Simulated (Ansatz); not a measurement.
# A hypothetical structure for Sn2As3Ru2

Starting from a made-up structure for Sn2As3Ru2, the aim is the relaxed cell, its shortest contacts and, where a second run follows, its electronic structure.

Program: Ansatz 0.2.0. Level of theory: DFT, r2SCAN, plane-wave PAW, files of the set soft_1, scalar-relativistic, no spin, cell and ions relaxed at zero pressure; PAW set soft_1, in the first sound run; inputs show where later runs differ. Results are calculated unless marked as measured.

### 1. Set-up

It takes space group R-3m (No. 166, trigonal). The conventional cell has a = 3.791 Å, b = 3.791 Å, c = 33.335 Å, α = 90.00°, β = 90.00°, γ = 120.00°. Nearest to Sn lie 3 As at 2.49 Å. Nearest to Ru lie 6 As at 2.65 to 2.76 Å. As has 3 Sn at 2.49 Å and 3 Ru at 2.76 Å nearest. Nearest to As lie 6 Ru at 2.65 Å. Farther neighbours are not listed.

### 2. Relaxing cell and atoms

The guessed cell has no reason to be at equilibrium. It is relaxed with the atoms, within the space group of the guess.

The input, input.yaml:

```yaml
crystal:
  lattice:
    - [1.8955, 1.094367435, 11.111666667]
    - [-1.8955, 1.094367435, 11.111666667]
    - [0.0, -2.18873487, 11.111666667]
  atoms:
    - { symbol: Sn, position: [0.13083334, 0.13083334, 0.13083334] }
    - { symbol: Sn, position: [0.86916666, 0.86916666, 0.86916666] }
    - { symbol: Ru, position: [0.28853334, 0.28853334, 0.28853334] }
    - { symbol: Ru, position: [0.71146666, 0.71146666, 0.71146666] }
    - { symbol: As, position: [0.428566673, 0.428566673, 0.428566673] }
    - { symbol: As, position: [0.571433327, 0.571433327, 0.571433327] }
    - { symbol: As, position: [0.0, 0.0, 0.0] }
kpoints:
  mp_grid: { grid: [8, 8, 8] }
scf:
  occupations: { method: fermi_dirac, width: 0.05 }
hamiltonian:
  xc: r2scan
  pseudopotentials: { kind: paw, azcp: { folder: soft_1 } }
relax:
  f_tol: 0.015
  max_steps: 70
  cell: {}
output:
  forces: true
  stress: true
```

Started as:

```console
$ ansatz run input.yaml --threads 4 --pin off --max-ram 10240MiB --backend cpu --events-out ev --progress --plain --runs-dir out
```

Numbers of over 12 decimals in the logs are rounded to 6 here.

The log of the run:

```text
basis.fft_grid_basis auto: the FFT boxes are laid along the combinations [[1, 0, -1], [0, 1, -1], [0, 0, 1]] of the cell's own vectors, 3.791, 3.791 and 11.325 Å long. The dense box has 30×30×90 points. Along the cell's own vectors, as sized, it would have 90×90×90, 9.00 times as many. Of the 12 symmetry operations that the crystal satisfies within crystal.symmetry.tolerance (time reversal apart; of a slab, those tha [...]
Engine: ansatz 0.2.0, x86_64-unknown-linux-gnu
Pseudopotentials: kind: paw
Pseudopotential: Sn, paw, valence charge 14, recommended cutoff 500 eV (meta_gga), soft_1/Sn.paw.azcp
Pseudopotential: Ru, paw, valence charge 16, recommended cutoff 500 eV (meta_gga), soft_1/Ru.paw.azcp
Pseudopotential: As, paw, valence charge 15, recommended cutoff 500 eV (meta_gga), soft_1/As.paw.azcp
Functional definition: r2SCAN
  parameter k0 = 0.174
  parameter k1 = 0.065
  parameter a1 = 4.9479
  exchange = r2scan_x(k0 = k0, k1 = k1, a1 = a1)
  correlation = r2scan_c
Crystal: 7 atoms, lattice volume = 138.298 Å³
Basis set: ecut = 500 eV, 3473 PW (Γ), FFT grids on a1−a3, a2−a3, a3, exchange–correlation on 120×120×360 points (64 copies of the dense FFT grid, shifted against one another)
Bands: 63, of which v1, the nominal top of the filled ones, is band 53 counted from 1 (52 counted from 0)
Symmetry: 12 space group operations
Space group: R-3m (ITA 166), of the structure as read, at distance tolerance 5.2e-5 Å
k-points: 65 of 512
Non-local potential: Sn, projectors of the file, l = 0: 2, l = 1: 2, l = 2: 2, l = 3: 1
Non-local potential: Ru, projectors of the file, l = 0: 3, l = 1: 2, l = 2: 2, l = 3: 1
Non-local potential: As, projectors of the file, l = 0: 2, l = 1: 2, l = 2: 3, l = 3: 1
PAW form: soft (Blöchl's): semilocal exchange-correlation on the pseudo side does not see the compensation charge
PAW frozen core: Sn, regenerated for the run's functional (the file was generated under x = pbe(κ = 0.804, μ = 0.219515), c = pbe(β = 0.066725))
PAW frozen core: Ru, regenerated for the run's functional (the file was generated under x = pbe(κ = 0.804, μ = 0.219515), c = pbe(β = 0.066725))
PAW frozen core: As, regenerated for the run's functional (the file was generated under x = pbe(κ = 0.804, μ = 0.219515), c = pbe(β = 0.066725))
PAW one-centre angular grid: Sn, 590 points (default); XC on 160 Gauss nodes
PAW one-centre angular grid: Ru, 590 points (default); XC on 160 Gauss nodes
PAW one-centre angular grid: As, 590 points (default); XC on 160 Gauss nodes
Initial density: superposition of atomic densities (chi_scale 0.1, normalization cell, long waves kept (reshape's long-wave potential 0.91 eV rms))
Initial wavefunctions: pseudopotential atomic-orbital guess
Functional: x = r2scan, c = r2scan; τ floored in thin density (d = 2e-4 eV/Å³)
SCF iter   1: F=—  HF=-38452.470715 eV  |F-HF|=—  |Δ(HF+E_count)|=         —  Δρ=1.05e-1  dr2=8.67e1  dr2_τ=1.10e0  ethr=3.10e-3  ⟨swp⟩=6.9  Hψ=15647  notcnv=0  defer=4
preconditioner: auto → Kerker (q_TF=auto, 2.606 Å⁻¹)  [metal: Δε(μ)=0.001 eV  Ē_g=7.577 eV  σ=0.050 eV  W_gap=0.01  n_scr=44 (ndim 8)  ℏωp=19.7 eV  f_vac=0.000  D(μ)=8.28/eV (n_scr^D=70)]
SCF iter   2: F=—  HF=-38449.369235 eV  |F-HF|=—  |Δ(HF+E_count)|=    3.10e0  Δρ=6.02e-2  dr2=7.25e0  dr2_τ=2.07e0  ethr=3.10e-3  ⟨swp⟩=3.1  Hψ=9186  notcnv=0  defer=112
SCF iter   3: F=—  HF=-38448.917899 eV  |F-HF|=—  |Δ(HF+E_count)|=   4.51e-1  Δρ=2.21e-2  dr2=3.66e0  dr2_τ=2.45e-2  ethr=3.10e-3  ⟨swp⟩=2.1  Hψ=5961  notcnv=0  defer=168
SCF iter   4: F=—  HF=-38448.824825 eV  |F-HF|=—  |Δ(HF+E_count)|=   9.31e-2  Δρ=9.42e-3  dr2=1.53e0  dr2_τ=5.38e-3  ethr=3.10e-3  ⟨swp⟩=2.0  Hψ=4433  notcnv=0  defer=168
SCF iter   5: F=—  HF=-38448.760571 eV  |F-HF|=—  |Δ(HF+E_count)|=   6.43e-2  Δρ=6.51e-3  dr2=4.29e-1  dr2_τ=4.02e-3  ethr=1.46e-3  ⟨swp⟩=2.0  Hψ=4870  notcnv=0  defer=169
SCF iter   6: F=—  HF=-38448.740267 eV  |F-HF|=—  |Δ(HF+E_count)|=   2.03e-2  Δρ=2.93e-3  dr2=6.19e-2  dr2_τ=6.79e-4  ethr=4.08e-4  ⟨swp⟩=2.0  Hψ=4433  notcnv=0  defer=169
SCF iter   7: F=—  HF=-38448.737569 eV  |F-HF|=—  |Δ(HF+E_count)|=   2.70e-3  Δρ=9.07e-4  dr2=1.94e-3  dr2_τ=4.78e-5  ethr=5.89e-5  ⟨swp⟩=1.8  Hψ=4201  notcnv=0  defer=163
SCF iter   8: F=—  HF=-38448.737685 eV  |F-HF|=—  |Δ(HF+E_count)|=   1.16e-4  Δρ=2.93e-4  dr2=2.01e-4  dr2_τ=9.17e-6  ethr=1.85e-6  ⟨swp⟩=2.0  Hψ=6200  notcnv=0  defer=163
SCF iter   9: F=—  HF=-38448.737703 eV  |F-HF|=—  |Δ(HF+E_count)|=   1.81e-5  Δρ=1.11e-4  dr2=5.35e-5  dr2_τ=1.07e-6  ethr=1.92e-7  ⟨swp⟩=2.0  Hψ=5311  notcnv=0  defer=163
SCF iter  10: F=—  HF=-38448.737746 eV  |F-HF|=—  |Δ(HF+E_count)|=   4.25e-5  Δρ=3.56e-5  dr2=2.43e-6  dr2_τ=3.29e-8  ethr=5.09e-8  ⟨swp⟩=2.3  Hψ=6960  notcnv=0  defer=163
SCF iter  11: F=—  HF=-38448.737746 eV  |F-HF|=—  |Δ(HF+E_count)|=   3.26e-8  Δρ=2.04e-5  dr2=1.24e-6  dr2_τ=6.73e-8  ethr=2.32e-9  ⟨swp⟩=2.0  Hψ=6830  notcnv=0  defer=163
SCF iter  12: F=-38448.737745 eV  HF=-38448.737745 eV  |F-HF|=1.21e-8  |Δ(HF+E_count)|=   4.00e-7  Δρ=6.25e-6  dr2=7.24e-8  dr2_τ=2.40e-9  ethr=9.52e-11  ⟨swp⟩=3.2  Hψ=18050  notcnv=0
SCF 1 converged in 12 iterations: F = -38448.737745 eV  dr2 = 7.24e-8
  greatest PAW one-centre occupation: 0.999 electrons in one spin orbital (limit 2), on the Ru atom at site 3 (counted from 0), in its partial waves of l = 0
relax step   1: F+E_penalty+E_count = -38448.73774521 eV  Δ(F+E_penalty+E_count) = +0.000e0 eV  max|allowed force component| = 2.947e0 eV/Å  Δτ_max = 0.0000 Å  P = +3.304 GPa  Ω = 138.298 Å³  (12 SCF iters, dr2 threshold 1.00e-7 eV, accepted)
Crystal: 7 atoms, lattice volume = 138.419 Å³
Basis set: ecut = 500 eV, 3491 PW (Γ), FFT grids on a1−a3, a2−a3, a3, exchange–correlation on 120×120×360 points (64 copies of the dense FFT grid, shifted against one another)
Initial density: handed on by an earlier stage of this run
Initial wavefunctions: those handed on with the density
iter 1 solved again at ethr=1.57e-3 eV; its pass at ethr=3.10e-3 eV (dr2=1.65e0 eV) is discarded
SCF iter   1: F=—  HF=-38449.333152 eV  |F-HF|=—  |Δ(HF+E_count)|=         —  Δρ=2.96e-2  dr2=1.69e0  dr2_τ=6.69e0  ethr=1.57e-3  ⟨swp⟩=1.3  Hψ=19860  notcnv=0
preconditioner: auto → Kerker (q_TF=auto, 2.605 Å⁻¹)  [metal: Δε(μ)=0.013 eV  Ē_g=13.725 eV  σ=0.050 eV  W_gap=0.06  n_scr=44 (ndim 8)  ℏωp=24.2 eV  f_vac=0.001  D(μ)=5.23/eV (n_scr^D=44)]
SCF iter   2: F=—  HF=-38450.613819 eV  |F-HF|=—  |Δ(HF+E_count)|=    1.28e0  Δρ=1.61e-2  dr2=2.17e-1  dr2_τ=4.37e-2  ethr=1.57e-3  ⟨swp⟩=2.6  Hψ=6106  notcnv=0
[...]
SCF iter   8: F=—  HF=-38451.564424 eV  |F-HF|=—  |Δ(HF+E_count)|=   4.78e-5  Δρ=6.52e-5  dr2=2.05e-5  dr2_τ=5.39e-7  ethr=1.20e-7  ⟨swp⟩=2.1  Hψ=6444  notcnv=0  defer=177
SCF iter   9: F=—  HF=-38451.564420 eV  |F-HF|=—  |Δ(HF+E_count)|=   4.16e-6  Δρ=3.08e-5  dr2=5.20e-6  dr2_τ=8.07e-8  ethr=1.96e-8  ⟨swp⟩=2.0  Hψ=5140  notcnv=0  defer=177
SCF iter  10: F=-38451.564420 eV  HF=-38451.564420 eV  |F-HF|=2.96e-7  |Δ(HF+E_count)|=   1.56e-7  Δρ=9.37e-6  dr2=3.45e-7  dr2_τ=4.84e-9  ethr=6.67e-10  ⟨swp⟩=3.8  Hψ=16612  notcnv=0
SCF 3 converged in 10 iterations: F = -38451.564420 eV  dr2 = 3.45e-7
relax step   3: F+E_penalty+E_count = -38451.56441958 eV  Δ(F+E_penalty+E_count) = -9.006e-1 eV  max|allowed force component| = 1.046e0 eV/Å  Δτ_max = 0.1909 Å  P = +1.395 GPa  Ω = 135.009 Å³  energy of the carried Pulay correction = +5.031e-4 eV  (10 SCF iters, dr2 threshold 7.00e-7 eV, accepted)
[...]
relax step   4: F+E_penalty+E_count = -38451.85122343 eV  Δ(F+E_penalty+E_count) = -2.868e-1 eV  max|allowed force component| = 8.594e-1 eV/Å  Δτ_max = 0.1981 Å  P = +2.554 GPa  Ω = 137.010 Å³  energy of the carried Pulay correction = +1.957e-4 eV  (10 SCF iters, dr2 threshold 7.00e-7 eV, accepted)
[...]
relax step   5: F+E_penalty+E_count = -38451.96328399 eV  Δ(F+E_penalty+E_count) = -1.121e-1 eV  max|allowed force component| = 5.509e-1 eV/Å  Δτ_max = 0.0959 Å  P = +2.273 GPa  Ω = 136.738 Å³  energy of the carried Pulay correction = +2.372e-4 eV  (8 SCF iters, dr2 threshold 7.00e-7 eV, accepted)
[...]
relax step   6: F+E_penalty+E_count = -38452.04808396 eV  Δ(F+E_penalty+E_count) = -8.480e-2 eV  max|allowed force component| = 1.823e-1 eV/Å  Δτ_max = 0.0892 Å  P = -0.219 GPa  Ω = 140.097 Å³  energy of the carried Pulay correction = -2.701e-4 eV  (8 SCF iters, dr2 threshold 7.00e-7 eV, accepted)
[...]
relax step   7: F+E_penalty+E_count = -38452.05396383 eV  Δ(F+E_penalty+E_count) = -5.880e-3 eV  max|allowed force component| = 3.694e-2 eV/Å  Δτ_max = 0.0181 Å  P = -0.012 GPa  Ω = 140.163 Å³  energy of the carried Pulay correction = -2.799e-4 eV  (8 SCF iters, dr2 threshold 7.00e-7 eV, accepted)
[...]
relax step   8: F+E_penalty+E_count = -38452.05408570 eV  Δ(F+E_penalty+E_count) = -1.219e-4 eV  max|allowed force component| = 1.562e-2 eV/Å  Δτ_max = 0.0044 Å  P = +0.085 GPa  Ω = 140.045 Å³  energy of the carried Pulay correction = -2.624e-4 eV  (6 SCF iters, dr2 threshold 8.53e-8 eV, accepted)
[...]
relax step   9: F+E_penalty+E_count = -38452.05413055 eV  Δ(F+E_penalty+E_count) = -4.485e-5 eV  max|allowed force component| = 2.609e-3 eV/Å  Δτ_max = 0.0023 Å  P = -0.024 GPa  Ω = 140.146 Å³  energy of the carried Pulay correction = -2.775e-4 eV  (6 SCF iters, dr2 threshold 2.02e-8 eV, accepted)
Initial wavefunctions: pseudopotential atomic-orbital guess (no wavefunctions were taken with the density)
iter 1 solved again at ethr=6.10e-8 eV; its pass at ethr=3.10e-3 eV (dr2=6.40e-5 eV) is discarded
SCF iter   1: F=—  HF=-38452.053623 eV  |F-HF|=—  |Δ(HF+E_count)|=         —  Δρ=2.30e-4  dr2=1.37e-6  dr2_τ=4.27e-7  ethr=6.10e-8  ⟨swp⟩=4.0  Hψ=27288  notcnv=0
preconditioner: auto → Kerker (q_TF=auto, 2.600 Å⁻¹)  [metal: Δε(μ)=0.005 eV  Ē_g=13.682 eV  σ=0.050 eV  W_gap=0.02  n_scr=44 (ndim 8)  ℏωp=24.1 eV  f_vac=0.001  D(μ)=2.28/eV (n_scr^D=6)]
SCF iter   2: F=—  HF=-38452.054214 eV  |F-HF|=—  |Δ(HF+E_count)|=   5.92e-4  Δρ=1.16e-4  dr2=3.68e-7  dr2_τ=4.53e-6  ethr=1.30e-9  ⟨swp⟩=2.0  Hψ=5366  notcnv=0
SCF iter   3: F=—  HF=-38452.054420 eV  |F-HF|=—  |Δ(HF+E_count)|=   2.06e-4  Δρ=3.89e-6  dr2=2.21e-8  dr2_τ=4.24e-9  ethr=3.50e-10  ⟨swp⟩=2.0  Hψ=5377  notcnv=0
SCF iter   4: F=—  HF=-38452.054421 eV  |F-HF|=—  |Δ(HF+E_count)|=   8.38e-8  Δρ=1.48e-6  dr2=4.86e-9  dr2_τ=3.93e-10  ethr=2.10e-11  ⟨swp⟩=2.4  Hψ=6121  notcnv=0
SCF iter   5: F=—  HF=-38452.054421 eV  |F-HF|=—  |Δ(HF+E_count)|=   4.16e-9  Δρ=6.47e-7  dr2=1.42e-9  dr2_τ=1.98e-11  ethr=4.63e-12  ⟨swp⟩=2.0  Hψ=5108  notcnv=0
SCF iter   6: F=—  HF=-38452.054421 eV  |F-HF|=—  |Δ(HF+E_count)|=  5.46e-10  Δρ=3.70e-7  dr2=6.98e-10  dr2_τ=1.56e-11  ethr=1.35e-12  ⟨swp⟩=2.0  Hψ=6590  notcnv=0
SCF iter   7: F=—  HF=-38452.054421 eV  |F-HF|=—  |Δ(HF+E_count)|=  5.09e-11  Δρ=2.04e-7  dr2=1.97e-10  dr2_τ=2.79e-12  ethr=1.00e-12  ⟨swp⟩=1.0  Hψ=4095  notcnv=0
SCF iter   8: F=-38452.054421 eV  HF=-38452.054421 eV  |F-HF|=0.00e0  |Δ(HF+E_count)|=    0.00e0  Δρ=4.97e-8  dr2=9.32e-12  dr2_τ=1.06e-13  ethr=1.00e-12  ⟨swp⟩=4.0  Hψ=12958  notcnv=0
SCF 10 converged in 8 iterations: F = -38452.054421 eV  dr2 = 9.32e-12
relax step  10: F+E_penalty+E_count = -38452.05442057 eV  Δ(F+E_penalty+E_count) = -2.900e-4 eV  max|allowed force component| = 2.586e-3 eV/Å  Δτ_max = 0.0000 Å  P = -0.022 GPa  Ω = 140.146 Å³  stress off target by 3.49e-2 GPa  SCF on the basis re-selected at this cell (its energy is not comparable with the rows above)  (8 SCF iters)
basis re-selected at this cell: Δ(F+E_penalty+E_count) = -2.900e-4 eV, ΔP = +0.002 GPa vs the last step (what re-selecting the basis moved, of the pressure what is left beyond the Pulay correction that the steps carried, after the strain that the cell walked since its last selection, with what the two solves' SCF thresholds leave and, on support functions, any second-order correction that the steps lacked; it is no m [...]
SCF converged after 8 iterations
Free energy (F): -38452.054421 eV
Harris-Foulkes:  -38452.054421 eV  (|F-HF|=0.00e0)
Internal energy: -38452.034749 eV  (E = F + TS)
E sigma→0 (E₀):  -38452.044585 eV
Entropy (-TS):   -0.019671 eV (-2.810 meV/atom)
Fermi energy:    13.270542 eV
--- Per-component energies (eV) ---
  E_band       = -1163.343331
  E_kinetic    = 1552.052830
  E_local      = -14953.077548  (includes V_loc(G=0)·N_el)
  E_nonlocal   = -53.289981
  E_hartree    = 7376.454499
  E_xc         = -755.738368
  E_vxc        = -884.424135  (∫ρ·V_xc dr)
  E_paw        = -21908.714938  (= ΣΔE_a)
  E_vpaw       = -1635.895158  (= ΣTr[D̂ρ^β])
  E_aug_tail   = 0.001568  (compensation charges beyond the density's cutoff)
  E_vtau       = 58.380335  (kinetic-family band-sum trace: ∫τ·v_τ [+ j·A + Jᵃ·Aᵃ] dr)
  E_ewald      = -9706.199365
  E_core_change = -3.523445  (= ΣΔE_core)
  E_smearing   = -0.019671  (= −TS)
  E_closure    = 0.000000  (closes the sum)
  Σ components = -38452.054421   (vs F -38452.054421, Δ=0.00e0)
--- Forces (eV/Å), atoms counted from 1 ---
  atom   1  Sn    -0.00000000    -0.00000000    -0.00174091
  atom   2  Sn     0.00000000     0.00000000     0.00174091
  atom   3  Ru     0.00000000     0.00000000    -0.00258622
  atom   4  Ru    -0.00000000    -0.00000000     0.00258622
  atom   5  As     0.00000000     0.00000000     0.00108961
  atom   6  As    -0.00000000    -0.00000000    -0.00108961
  atom   7  As     0.00000000     0.00000000     0.00000000
  max |Σ_I F_I| component: 1.30e-18 eV/Å
--- Stress (GPa, compression-positive) ---
       -0.034913      -0.000000      -0.000000
       -0.000000      -0.034913      -0.000000
       -0.000000      -0.000000       0.002477
  P = ⅓ Tr σ = -0.0224 GPa (-0.224 kbar)
--- Relaxed structure (9 steps of the walk, 9 accepted, 1 SCFs on fresh bases) ---
  F+E_penalty+E_count = -38452.05442057 eV   max|allowed force component| = 2.586e-3 eV/Å   (the final SCF, on the basis selected at the relaxed cell)
  cell:  # Å, volume = 140.1464 Å³
    - [1.900445, 1.097222, 11.201622]
    - [-1.900445, 1.097222, 11.201622]
    - [0, -2.194444, 11.201622]
  atoms:
    - { symbol: Sn, position: [0.133284, 0.133284, 0.133284] }
    - { symbol: Sn, position: [0.866716, 0.866716, 0.866716] }
    - { symbol: Ru, position: [0.303324, 0.303324, 0.303324] }
    - { symbol: Ru, position: [0.696676, 0.696676, 0.696676] }
    - { symbol: As, position: [0.407513, 0.407513, 0.407513] }
    - { symbol: As, position: [0.592487, 0.592487, 0.592487] }
    - { symbol: As, position: [-5.984496767102112e-19, -5.98449676710211e-19, -5.984496767102109e-19] }
```

Run time: 77 s. Hardware: 4 threads of Intel Xeon 6975P-C (Granite Rapids), shared host; peak memory 1.3 GiB; 4.5 min of CPU time.

Relaxation path:

```tsv
step	energy less that of the first step (eV)	largest force component (eV/Å)	pressure (GPa)	volume (Å³)
1	0.0000	2.9469	3.30	138.30
2	-1.9261	1.9904	-1.56	138.42
3	-2.8267	1.0458	1.40	135.01
4	-3.1135	0.8594	2.55	137.01
5	-3.2255	0.5509	2.27	136.74
6	-3.3103	0.1823	-0.22	140.10
7	-3.3162	0.0369	-0.01	140.16
8	-3.3163	0.0156	0.09	140.05
9	-3.3164	0.0026	-0.02	140.15
10*	-3.3167	0.0026	-0.02	140.15
```

Relaxation steps marked * repeat the geometry before them on a plane-wave basis chosen anew for their cell, so energy and pressure can jump there.

Forces are held to the 12 operations that the run works with; a distortion that breaks them can't arise in this run.

```tsv
conventional cell, symmetrised	before	after	change
a (Å)	3.791	3.801	+0.3 %
b (Å)	3.791	3.801	+0.3 %
c (Å)	33.335	33.605	+0.8 %
volume (Å³/atom)	19.76	20.02	+1.3 %
```

The atoms that moved most (Å, as changes of fractional coordinates times the final cell):

```tsv
atom	dx	dy	dz	length
As5	0.000	0.000	-0.708	0.708
As6	0.000	0.000	0.708	0.708
Ru4	0.000	0.000	-0.497	0.497
Ru3	0.000	0.000	0.497	0.497
Sn2	0.000	0.000	-0.082	0.082
Sn1	0.000	0.000	0.082	0.082
```

Final coordinates:

```cif
data_structure
_symmetry_space_group_name_H-M 'P 1'
_symmetry_Int_Tables_number 1
_cell_length_a 11.4145
_cell_length_b 11.4145
_cell_length_c 11.4145
_cell_angle_alpha 19.168
_cell_angle_beta 19.168
_cell_angle_gamma 19.168
_cell_volume 140.15
loop_
_atom_site_label
_atom_site_type_symbol
_atom_site_fract_x
_atom_site_fract_y
_atom_site_fract_z
_atom_site_occupancy
Sn1 Sn 0.13328 0.13328 0.13328 1
Sn2 Sn 0.86672 0.86672 0.86672 1
Ru3 Ru 0.30332 0.30332 0.30332 1
Ru4 Ru 0.69668 0.69668 0.69668 1
As5 As 0.40751 0.40751 0.40751 1
As6 As 0.59249 0.59249 0.59249 1
As7 As 0.00000 0.00000 0.00000 1
```

This step gave:

```yaml
free_energy: -38452.0544 eV
energy_at_zero_smearing: -38452.0446 eV
smearing_term_ts: 0.01967 eV
fermi_energy: 13.27 eV
electrons: 105
symmetry_operations: 12
pressure: -0.02245 GPa
```

The shortest distance of each pair, which need not be the same contact before and after:

```tsv
pair	guess (Å)	relaxed (Å)
As–Ru	2.650	2.415
As–Sn	2.490	2.960
Ru–Ru	3.703	2.981
Sn–Sn	3.240	3.138
As–As	3.791	3.321
```

The relaxation ends with a largest force component of 0.0026 eV/Å and a pressure of -0.02 GPa.

(Part 1 of 2 ends here.)

[Logs are printed without paths, hosts, clocks, repeated set-up lines and the standing remarks that a program may print on its own settings, such as how far it seeks lower states.]

[Hosts, paths, dates, database ids (printed as entryN), source tags and the programs' standing remarks are cut or masked in the printed files.]
